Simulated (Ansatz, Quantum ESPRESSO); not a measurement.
# RbErO2 (R-3m): zone-centre phonons, part 3 of 3

Aim: the zone-centre modes of RbErO2 (R-3m).

Quantum ESPRESSO 7.5; DFT PBEsol, scalar-relativistic, plane waves, PseudoDojo norm-conserving, 4f in core pseudopotentials.

So far. Step 5 (Linear response at Γ): The acoustic modes at Γ come out as far as 11.0 cm⁻¹ from zero, where they should vanish, a sizeable error of basis and grid or of the response kernel of this functional; the Born charges miss their sum rule by 0.0081 e, which is good. Step 6 (Zone-centre analysis): The rule also moves an optical mode by 1.2 cm⁻¹. The relaxed cell has a = 3.408, c = 19.225 Å (conventional setting).

### 8. Sum rules set otherwise (asr no)

Without the rule the raw error of the acoustic modes shows.

dynmat.in reads:

```
&input
   fildyn = 'g.dyn'
   asr = 'no'
   fileig = 'dynmat.eig'
   lperm = .true.
/
```

Launch:

```
dynmat.x -in dynmat.in > dynmat.out
```

Numbers of over 12 decimals in the logs are rounded to 6 here.

Log:

```text
[banner, memory and clock lines left out]
Program DYNMAT v.7.5

     Reading Dynamical Matrix from file g.dyn
     ...Force constants read
     ...epsilon and Z* read
     A direction for q was not specified:TO-LO splitting will be absent

     Polarizability (A^3 units)
     multiply by 0.519429 for Clausius-Mossotti correction
        14.915630   -0.000000   -0.000000
         0.000000   14.915630    0.000000
         0.000000    0.000000   12.873218

     IR activities are in (D/A)^2/amu units

# mode   [cm-1]    [THz]      IR
    1    -10.99   -0.3296    0.0003
    2     -2.13   -0.0638    0.0000
    3     -2.13   -0.0638    0.0000
    4     69.75    2.0910    0.0300
    5     69.75    2.0910    0.0300
    6    147.44    4.4202    2.5484
    7    220.83    6.6204   22.9364
    8    220.83    6.6204   22.9364
    9    325.31    9.7526   12.3023
   10    363.44   10.8958    0.0000
   11    363.44   10.8958    0.0000
   12    481.48   14.4343    0.0000

Electronic dielectric permittivity tensor (relative, adimensional)
         3.908317   -0.000000   -0.000000
         0.000000    3.908317    0.000000
         0.000000    0.000000    3.510078

 ... with zone-center polar mode contributions
        19.676959   -0.000000   -0.000000
        -0.000000   19.676959   -0.000000
        -0.000000   -0.000000   11.236686

1 [cm-1]
[end of the log left out, with the tail of the file of modes that dynmat.x writes under the same name]
```

The job ended after 0.45 s (1 thread of Arm Neoverse V1, shared host).

This step gave:

```yaml
highest_optical_zone_centre_mode_no_lo_to_term: 481.5 cm⁻¹
lowest_optical_zone_centre_mode: 69.75 cm⁻¹
mean_static_dielectric_constant: 16.86
```

Zone-centre frequencies as printed; negative means imaginary. Modes:

```csv
mode,frequency (cm⁻¹)
1,-10.99
2,-2.13
3,-2.13
4,69.75
5,69.75
6,147.4
7,220.8
8,220.8
9,325.3
10,363.4
11,363.4
12,481.5
```

Against the first rule no mode moves by more than 11.0 cm⁻¹.

### 9. The LO-TO splitting (1 0 0)

A longitudinal polar mode sets up a macroscopic field that stiffens it; the term hangs on the direction from which q goes to zero.

dynmat.in reads:

```
&input
   fildyn = 'g.dyn'
   asr = 'simple'
   fileig = 'dynmat.eig'
   q(1) = 1.0
   q(2) = 0.0
   q(3) = 0.0
/
```

Launch:

```
dynmat.x -in dynmat.in > dynmat.out
```

Log:

```text
[banner, memory and clock lines left out]
Program DYNMAT v.7.5

     Reading Dynamical Matrix from file g.dyn
     ...Force constants read
     ...epsilon and Z* read

     Polarizability (A^3 units)
     multiply by 0.519429 for Clausius-Mossotti correction
        14.915630   -0.000000   -0.000000
         0.000000   14.915630    0.000000
         0.000000    0.000000   12.873218

     IR activities are in (D/A)^2/amu units

# mode   [cm-1]    [THz]      IR
    1     -0.00   -0.0000    0.0000
    2      0.00    0.0000    0.0000
    3      0.00    0.0000    0.0000
    4     69.81    2.0929    0.0300
    5     70.15    2.1030    0.0010
    6    147.88    4.4332    2.5083
    7    220.83    6.6205   22.9089
    8    326.51    9.7886   12.3452
    9    363.44   10.8958    0.0000
   10    363.44   10.8958    0.0000
   11    482.54   14.4660    0.0000
   12    492.91   14.7769   22.9379

[end of the log left out, with the tail of the file of modes that dynmat.x writes under the same name]
```

Wall time 0.45 s (1 thread).

Read from the output:

- highest mode moved by the LO-TO term: 492.9 cm⁻¹

Zone-centre frequencies as printed; negative means imaginary. Modes:

```csv
mode,frequency (cm⁻¹)
1,0
2,0
3,0
4,69.81
5,70.15
6,147.9
7,220.8
8,326.5
9,363.4
10,363.4
11,482.5
12,492.9
```

The field moves 2 modes; the highest of them now lies at 493 cm⁻¹, where the highest that moved away lay at 221.

### 10. The LO-TO splitting (0 0 1)

dynmat.in reads:

```
&input
   fildyn = 'g.dyn'
   asr = 'simple'
   fileig = 'dynmat.eig'
   q(1) = 0.0
   q(2) = 0.0
   q(3) = 1.0
/
```

Launch:

```
dynmat.x -in dynmat.in > dynmat.out
```

Log:

```text
[banner, memory and clock lines left out]
Program DYNMAT v.7.5

     Reading Dynamical Matrix from file g.dyn
     ...Force constants read
     ...epsilon and Z* read

     Polarizability (A^3 units)
     multiply by 0.519429 for Clausius-Mossotti correction
        14.915630   -0.000000   -0.000000
         0.000000   14.915630    0.000000
         0.000000    0.000000   12.873218

     IR activities are in (D/A)^2/amu units

# mode   [cm-1]    [THz]      IR
    1     -0.00   -0.0000    0.0000
    2      0.00    0.0000    0.0000
    3      0.00    0.0000    0.0000
    4     69.81    2.0929    0.0300
    5     69.81    2.0929    0.0300
    6    176.54    5.2927    0.3609
    7    220.83    6.6205   22.9089
    8    220.83    6.6205   22.9089
    9    363.44   10.8958    0.0000
   10    363.44   10.8958    0.0000
   11    482.54   14.4660    0.0000
   12    487.19   14.6055   14.4925

[end of the log left out, with the tail of the file of modes that dynmat.x writes under the same name]
```

It took 0.45 s on 1 thread.

Numbers from this step:

```
highest mode moved by the LO-TO term : 487.2 cm⁻¹
```

Zone-centre frequencies as printed; negative means imaginary. Modes:

```csv
mode,frequency (cm⁻¹)
1,0
2,0
3,0
4,69.81
5,69.81
6,176.5
7,220.8
8,220.8
9,363.4
10,363.4
11,482.5
12,487.2
```

The field moves 2 modes; the highest of them now lies at 487 cm⁻¹, where the highest that moved away lay at 326.

### 11. Modes along a direction of q (1 1 1)

dynmat.in reads:

```
&input
   fildyn = 'g.dyn'
   asr = 'simple'
   fileig = 'dynmat.eig'
   q(1) = 1.0
   q(2) = 1.0
   q(3) = 1.0
/
```

Launch:

```
dynmat.x -in dynmat.in > dynmat.out
```

Log:

```text
[banners, grids, parts of the stress and lines that vanish by symmetry left out]
[banner, memory and clock lines left out]
Program DYNMAT v.7.5

     Reading Dynamical Matrix from file g.dyn
     ...Force constants read
     ...epsilon and Z* read

     Polarizability (A^3 units)
     multiply by 0.519429 for Clausius-Mossotti correction
        14.915630   -0.000000   -0.000000
         0.000000   14.915630    0.000000
         0.000000    0.000000   12.873218

     IR activities are in (D/A)^2/amu units

# mode   [cm-1]    [THz]      IR
    1      0.00    0.0000    0.0000
    2      0.00    0.0000    0.0000
[...]
11    482.54   14.4660    0.0000
   12    490.73   14.7119   19.7973

[end of the log left out, with the tail of the file of modes that dynmat.x writes under the same name]
```

Wall time 0.45 s (1 thread).

Read from the output:

- highest mode moved by the LO-TO term: 490.7 cm⁻¹

Zone-centre frequencies as printed; negative means imaginary. Modes:

```csv
mode,frequency (cm⁻¹)
1,0
2,0
3,0
4,69.81
5,70.07
6,151.6
7,220.8
8,301.4
9,363.4
10,363.4
11,482.5
12,490.7
```

The field moves 4 modes; the highest of them now lies at 491 cm⁻¹, where the highest that moved away lay at 326.

### 12. The same in Ansatz

A second program on the same cell, potentials, cutoff and meshes tests the implementation of the phonon response, not its convergence. Its field response is summed in its own way. Its k mesh is centred on Γ.

This step: DFT PBEsol, scalar-relativistic, plane waves, norm-conserving pseudopotentials, 4f in core (Ansatz 0.2.0).

input.yaml reads:

```yaml
crystal:
  lattice:
    - [1.7038930898, 0.9837431324, 6.4081754843]
    - [-1.7038930898, 0.9837431324, 6.4081754843]
    - [0.0, -1.9674862698, 6.4081754835]
  atoms:
    - { symbol: Rb, position: [0.0, 0.0, 0.0] }
    - { symbol: Er, position: [0.5, 0.5, 0.5] }
    - { symbol: O, position: [0.2249763988, 0.2249763988, 0.2249763988] }
    - { symbol: O, position: [0.7750236012, 0.7750236012, 0.7750236012] }
kpoints:
  mp_grid: { grid: [6, 6, 6] }
hamiltonian:
  xc: pbesol
  pseudopotentials:
    kind: nc
    azcp: { Er: "pseudopotentials/pbe/nc/lanthanide_3plus/Er.nc.azcp" }
    accuracy: standard
scf:
  occupations: { method: fixed }
output:
  eigenvalues: true
basis:
  ecutwfc: 979.61
phonons:
  method: dfpt
  dielectric: true
  rigid_motions: translations
```

Launch:

```
ansatz run input.yaml --threads 8 --pin off --max-ram 16384MiB --backend cpu --events-out ev --progress --plain --runs-dir out
```

Log:

```text
Warning: basis.ecutwfc = 979.61 eV is below the records' recommended 1142.878222 eV, and the density's cutoff is lower with it unless basis.ecutrho_ratio is high enough to keep the records' density cutoff: compare with a run at a higher cutoff
Warning: <dir> the record states the generating functional pbe (its physics header spells it `PBE`), which answers neither for hamiltonian.xc's functional nor for the pbesol family's — results may be inconsistent (PPs are generated against a specific XC)
Engine: ansatz 0.2.0, aarch64-unknown-linux-gnu
Pseudopotentials: kind: nc
Pseudopotential: Rb, nc, valence charge 9, recommended cutoff 625.861884 eV (normal), Rb.nc.azcp (PseudoDojo's, or run here from an input of PseudoDojo's; its table is named by hamiltonian.pseudopotentials.accuracy)
Pseudopotential: Er, nc, valence charge 11, recommended cutoff 761.918815 eV (normal), <dir>
Pseudopotential: O, nc, valence charge 6, recommended cutoff 1142.878222 eV (normal), O.nc.azcp (PseudoDojo's, or run here from an input of PseudoDojo's; its table is named by hamiltonian.pseudopotentials.accuracy)
Functional definition: PBEsol
  exchange = pbesol_x
  correlation = pbesol_c
Crystal: 4 atoms, lattice volume = 64.448 Å³
Basis set: ecut = 979.61 eV, 4461 PW (Γ), exchange–correlation on 144×144×144 points (8 copies of the dense FFT grid, shifted against one another)
Bands: 20, of which v1, the nominal top of the filled ones, is band 16 counted from 1 (15 counted from 0)
Symmetry: 12 space group operations
k-points: 68 of 216 (irreducible under 2 space group operations, time reversal used)
Non-local potential: Rb, projectors of the file, l = 0: 2, l = 1: 2, l = 2: 2
Non-local potential: Er, projectors of the file, l = 0: 2, l = 1: 2, l = 2: 2, l = 3: 1
Non-local potential: O, projectors of the file, l = 0: 2, l = 1: 2, l = 2: 1
Initial density: superposition of atomic densities (chi_scale 0.1, normalization cell, long waves kept (reshape's long-wave potential 0.18 eV rms))
Initial wavefunctions: pseudopotential atomic-orbital guess
Functional: x = pbesol(κ = 0.804, μ = 0.123457), c = pbesol(β = 0.046)
SCF iter   1: F=—  HF=-2865.881746 eV  |F-HF|=—  |Δ(HF+E_count)|=         —  Δρ=6.05e-2  dr2=2.00e0  ethr=3.10e-3  ⟨swp⟩=5.2  Hψ=6309  notcnv=0  defer=53
preconditioner: auto → none  [insulator: Δε(μ)=2.315 eV  Ē_g=15.395 eV  n_scr=16 (ndim 8)  ℏωp=24.5 eV  f_vac=0.000  ε∞_Penn≈3.5]
SCF iter   2: F=—  HF=-2865.530929 eV  |F-HF|=—  |Δ(HF+E_count)|=   3.51e-1  Δρ=3.50e-2  dr2=8.81e-1  ethr=3.10e-3  ⟨swp⟩=3.1  Hψ=3064  notcnv=0  defer=124
SCF iter   3: F=—  HF=-2865.346404 eV  |F-HF|=—  |Δ(HF+E_count)|=   1.85e-1  Δρ=1.40e-2  dr2=7.17e-2  ethr=2.75e-3  ⟨swp⟩=2.2  Hψ=2265  notcnv=0  defer=128
SCF iter   4: F=—  HF=-2865.349139 eV  |F-HF|=—  |Δ(HF+E_count)|=   2.73e-3  Δρ=3.32e-3  dr2=8.43e-3  ethr=2.24e-4  ⟨swp⟩=3.2  Hψ=2626  notcnv=0  defer=136
SCF iter   5: F=—  HF=-2865.349801 eV  |F-HF|=—  |Δ(HF+E_count)|=   6.62e-4  Δρ=9.15e-4  dr2=2.62e-4  ethr=2.63e-5  ⟨swp⟩=3.1  Hψ=2205  notcnv=0  defer=136
SCF iter   6: F=—  HF=-2865.350013 eV  |F-HF|=—  |Δ(HF+E_count)|=   2.13e-4  Δρ=1.85e-4  dr2=9.16e-6  ethr=8.18e-7  ⟨swp⟩=2.0  Hψ=2136  notcnv=0  defer=136
SCF iter   7: F=—  HF=-2865.350023 eV  |F-HF|=—  |Δ(HF+E_count)|=   9.32e-6  Δρ=2.74e-5  dr2=1.56e-7  ethr=2.86e-8  ⟨swp⟩=2.0  Hψ=2300  notcnv=0  defer=79
SCF iter   8: F=—  HF=-2865.350019 eV  |F-HF|=—  |Δ(HF+E_count)|=   3.16e-6  Δρ=4.26e-6  dr2=7.24e-9  ethr=4.87e-10  ⟨swp⟩=2.0  Hψ=2124  notcnv=0  defer=29
SCF iter   9: F=—  HF=-2865.350019 eV  |F-HF|=—  |Δ(HF+E_count)|=   3.73e-9  Δρ=4.03e-7  dr2=1.07e-10  ethr=2.26e-11  ⟨swp⟩=2.0  Hψ=2374  notcnv=0  defer=29
SCF iter  10: F=-2865.350019 eV  HF=-2865.350019 eV  |F-HF|=1.36e-12  |Δ(HF+E_count)|=  1.50e-11  Δρ=9.41e-8  dr2=2.36e-12  ethr=1.00e-12  ⟨swp⟩=11.3  Hψ=9843  notcnv=0
SCF 1 converged in 10 iterations: F = -2865.350019 eV  dr2 = 2.36e-12
NSCF: frozen V_eff on 5 k-points
DFPT response loops at Γ: preconditioner auto → Resta (q_TF=auto, 2.428 Å⁻¹)  ε∞=4.1 (no band partly filled); β = 1.00, the filter's whole step (`scf.mixing.beta` (0.50) is not read by the response loops at its default; to damp them type it under 1.00, their step now; it binds the ground state too); Broyden in place of MSR1
── the response to a field inside a basis, on 8×8×8 k-points: an SCF that follows is theirs, and a resumed run solves both again ──
Bands: 17, of which v1, the nominal top of the filled ones, is band 16 counted from 1 (15 counted from 0)
k-points: 60 of 512
Initial density: handed on by an earlier stage of this run
Initial wavefunctions: pseudopotential atomic-orbital guess (no wavefunctions were taken with the density)
Eigensolver: Dense (60 Hₖ)
SCF iter   1: F=—  HF=-2865.347195 eV  |F-HF|=—  |Δ(HF+E_count)|=         —  Δρ=4.13e-4  dr2=9.92e-6  ethr=1.00e-1
preconditioner: auto → none  [insulator: Δε(μ)=3.592 eV  Ē_g=14.154 eV  n_scr=16 (ndim 8)  ℏωp=24.5 eV  f_vac=0.005  ε∞_Penn≈4.0]
SCF iter   2: F=—  HF=-2865.347205 eV  |F-HF|=—  |Δ(HF+E_count)|=   9.62e-6  Δρ=2.13e-4  dr2=3.91e-6  ethr=3.10e-8
SCF iter   3: F=—  HF=-2865.347207 eV  |F-HF|=—  |Δ(HF+E_count)|=   2.80e-6  Δρ=1.04e-4  dr2=1.94e-6  ethr=1.22e-8
SCF iter   4: F=-2865.347208 eV  HF=-2865.347208 eV  |F-HF|=3.81e-9  |Δ(HF+E_count)|=   3.63e-7  Δρ=7.75e-6  dr2=5.55e-9  ethr=6.07e-9
SCF 1 converged in 4 iterations: F = -2865.347208 eV  dr2 = 5.55e-9
DFPT response loops at Γ: mixed as the last ones told, above
SCF converged after 10 iterations
Free energy (F): -2865.350019 eV
Harris-Foulkes:  -2865.350019 eV  (|F-HF|=1.36e-12)
Internal energy: -2865.350019 eV  (E = F + TS)
E sigma→0 (E₀):  -2865.350019 eV
Fermi energy:    8.304201 eV
--- Per-component energies (eV) ---
  E_band       = -140.200909
  E_kinetic    = 1104.990944
  E_local      = -1594.676468  (includes V_loc(G=0)·N_el)
  E_nonlocal   = -176.368978
  E_hartree    = 567.141638
  E_xc         = -730.369356
  E_vxc        = -608.429655  (∫ρ·V_xc dr)
  E_ewald      = -2036.067799
  E_smearing   = -0.000000  (= −TS)
  E_closure    = -0.000000  (closes the sum)
  Σ components = -2865.350019   (vs F -2865.350019, Δ=0.00e0)
--- Band table (eV; the first three rows and the last of 68) ---
  k-point 0: bands = [... 12 lower, 6.2919, 8.1796, 8.3042, 8.3042, 12.2279, 13.8186, 14.7982, 14.7982]
  k-point 1: bands = [... 12 lower, 6.4899, 7.4778, 8.0983, 8.1404, 13.2435, 14.0410, 14.8777, 15.4322]
  k-point 2: bands = [... 12 lower, 6.7750, 7.2339, 7.8618, 8.0488, 13.2952, 13.6997, 15.3771, 15.9713]
  k-point 67: bands = [... 12 lower, 6.3392, 7.3745, 8.2185, 8.2185, 12.8871, 14.2121, 15.0265, 15.0265]
--- Phonons (Γ-DFPT): 6 representative perturbations + reference, on 68 of 216 k-points (Σ response iterations 20) ---
  k mesh reduced under 2 symmetry operations, with k and −k counted as one. Each operation leaves every solved perturbation unchanged. A smaller set is not considered because the run solves the response to a homogeneous field
  ASR residual: 4.537e-5 → 0.000e0 eV/Å²; symmetrization residual: 3.344e-6 eV/Å²
  ASR residual per site (eV/Å²): 4.54e-5 2.36e-5 4.26e-5 4.26e-5
  Γ frequencies (cm⁻¹): 0.00 0.00 0.00 69.64 69.64 147.55 221.19 221.19 326.55 363.58 363.58 482.53
  ε∞ (high-frequency dielectric tensor):
        3.895015     0.000000     0.000000
        0.000000     3.895015     0.000000
        0.000000     0.000000     3.512832
  ε⁰ (static dielectric tensor: ions relaxed, cell fixed):
       19.548966     0.000000     0.000000
        0.000000    19.548966     0.000000
        0.000000     0.000000    11.148362
  ε⁰ − ε∞ (ionic part):
       15.653951     0.000000     0.000000
        0.000000    15.653951     0.000000
        0.000000     0.000000     7.635530
  softest optical mode at Γ: 69.64 cm⁻¹; the repairs (sum rule, projections) moved no ω² at Γ by more than (1.19 cm⁻¹)²
  Born effective charges Z* (e; rows j = field, columns β = displacement):
    site 0:
         1.08403    0.00000    0.00000
         0.00000    1.08403   -0.00000
         0.00000   -0.00000    1.74841
    site 1:
         4.19840    0.00000    0.00000
         0.00000    4.19840    0.00000
         0.00000    0.00000    2.52157
    site 2:
        -2.64121    0.00000   -0.00000
         0.00000   -2.64121   -0.00000
         0.00000   -0.00000   -2.13499
    site 3:
        -2.64121    0.00000    0.00000
         0.00000   -2.64121   -0.00000
        -0.00000   -0.00000   -2.13499
  Z* charge neutrality: 7.626e-4 e pre-enforcement
  solved inside a basis spanned on kpoints, on 8×8×8 k-points, its susceptibility summed on 10×10×10: ε∞ is read to err by 1.0e-2, Z* by 1.7e-2 e (field_mesh: kpoints solves on kpoints); Z* is corrected for what the basis lacks
  optical modes at Γ without the LO–TO term, one row a degenerate level:
      ω (cm⁻¹)  modes    IR ((D/Å)²/amu)
         69.64      2             0.0603
        147.55      1             2.5023
        221.19      2            45.6747
        326.55      1            12.3459
        363.58      2             0.0000
        482.53      1             0.0000
  optical modes at Γ + LO–TO along q̂ = [1.0000, 0.0000, 0.0000]:
      ω (cm⁻¹)  modes    IR ((D/Å)²/amu)
         69.64      1             0.0301
         69.98      1             0.0010
        147.55      1             2.5023
        221.19      1            22.8374
        326.55      1            12.3459
        363.58      2             0.0000
        482.53      1             0.0000
        493.12      1            22.8665
  optical modes at Γ + LO–TO along q̂ = [0.0000, 1.0000, 0.0000]:
      ω (cm⁻¹)  modes    IR ((D/Å)²/amu)
         69.64      1             0.0301
         69.98      1             0.0010
        147.55      1             2.5023
        221.19      1            22.8374
        326.55      1            12.3459
        363.58      2             0.0000
        482.53      1             0.0000
        493.12      1            22.8665
  optical modes at Γ + LO–TO along q̂ = [0.0000, 0.0000, 1.0000]:
      ω (cm⁻¹)  modes    IR ((D/Å)²/amu)
         69.64      2             0.0603
        176.22      1             0.3613
        221.19      2            45.6747
        363.58      2             0.0000
        482.53      1             0.0000
        487.06      1            14.4869
```

Wall time 87 s (8 threads); peak memory 2.2 GiB.

Read from the output:

```yaml
sum_rule_residual_before_enforcement: 4.54e-5 eV/Å²
miss_of_the_charge_sum_rule: 7.63e-4 e
estimated_error_of_the_dielectric_tensor: 0.01014
estimated_error_of_the_born_charges: 0.01665 e
highest_optical_zone_centre_mode_no_lo_to_term: 482.5 cm⁻¹
lowest_optical_zone_centre_mode: 69.64 cm⁻¹
mean_high_frequency_dielectric_constant: 3.768
largest_born_charge_in_size_third_of_the_trace: 3.639 e
mean_static_dielectric_constant: 16.75
highest_mode_moved_by_the_lo_to_term: 493.1 cm⁻¹
```

Transverse modes. Lines of the infrared spectrum (strongest = 100):

```csv
position (cm⁻¹),label,"IR intensity ((D/Å)²/amu), degenerate modes summed, relative"
70,Eu,0.1
148,A2u,5.5
221,Eu,100
326,A2u,27
364,Eg,0.0
482,A1g,0.0
```

### 13. The two compared: QE PseudoDojo and Ansatz, PseudoDojo

Worked out from the results:

| Item | Value |
| --- | --- |
| root-mean-square difference | 0.23 cm⁻¹ |
| largest difference | 0.36 cm⁻¹ |

Frequencies side by side, by row:

```csv
q (reciprocal lattice),mode,QE PseudoDojo (cm⁻¹),"Ansatz, PseudoDojo (cm⁻¹)"
0 0 0,1,0,0
0 0 0,2,0,0
0 0 0,3,0,0
0 0 0,4,69.81,69.64
0 0 0,5,69.81,69.64
0 0 0,6,147.9,147.6
0 0 0,7,220.8,221.2
0 0 0,8,220.8,221.2
0 0 0,9,326.5,326.6
0 0 0,10,363.4,363.6
0 0 0,11,363.4,363.6
0 0 0,12,482.5,482.5
```

The two runs side by side. Further quantities:

```csv
quantity,QE PseudoDojo,"Ansatz, PseudoDojo"
mean ε∞,3.776,3.768
"largest Born charge in size (e; the first before, the second after the charge sum rule)",3.642,3.639
```

At the zone centre the largest difference (acoustic modes at Γ apart) is 0.07 % of the highest mode.

### 14. Summary of results

```json
{
  "space group after relaxation": "R-3m",
  "volume per atom": "16.1 Å³",
  "gap on the k-mesh": "3.56 eV",
  "highest optical zone-centre mode (no LO-TO term)": "482.5 cm⁻¹",
  "lowest optical zone-centre mode": "69.8 cm⁻¹",
  "highest mode moved by the LO-TO term": "492.9 cm⁻¹",
  "mean high-frequency dielectric constant": "3.78",
  "largest Born charge in size (third of the trace)": "3.64 e",
  "mean static dielectric constant": "16.8",
  "imaginary optical modes at the zone centre (no q mesh in this session)": "none",
  "largest difference from Ansatz, PseudoDojo": "0.36 cm⁻¹"
}
```

**Reading.** At the PBEsol level the optical modes of RbErO2 (R-3m) at the zone centre (no LO-TO term) run from 70 to 483 cm⁻¹. Along the directions run, the highest mode that the macroscopic field moves lies at 493 cm⁻¹. Lattice motion raises the mean dielectric constant from 3.776 to 16.82. Of the 9 optical modes, 6 are infrared active alone and 3 are Raman active alone; inversion symmetry keeps the two sets apart. QE PseudoDojo and Ansatz, PseudoDojo agree to 0.36 cm⁻¹ (0.07 % of the highest mode compared) on all solved modes but the acoustic ones at Γ, without the LO-TO term. These are harmonic frequencies at zero temperature: anharmonic shifts and linewidths and thermal expansion are left out. Spin-orbit coupling is left out, which can matter for the heavy elements here. The 4f electrons are frozen in the core as for a trivalent ion, in files made for PBE, so their moments and any magnetic order are left out. The relaxation ran at 72 Ry, under the 84 Ry recommended for these files; the stress of so short a basis can leave the cell about one per cent too small. Ansatz warns that the cutoff lies 14 % under the one recommended for these files; agreement at one cutoff is not convergence.

[Host names and launcher messages were left out of these logs when they were recorded.]

[Logs are printed without paths, hosts, clocks, repeated set-up lines and the standing remarks that a program may print on its own settings, such as how far it seeks lower states.]

[Hosts, paths, dates, database ids (printed as entryN), source tags and the programs' standing remarks are cut or masked in the printed files.]
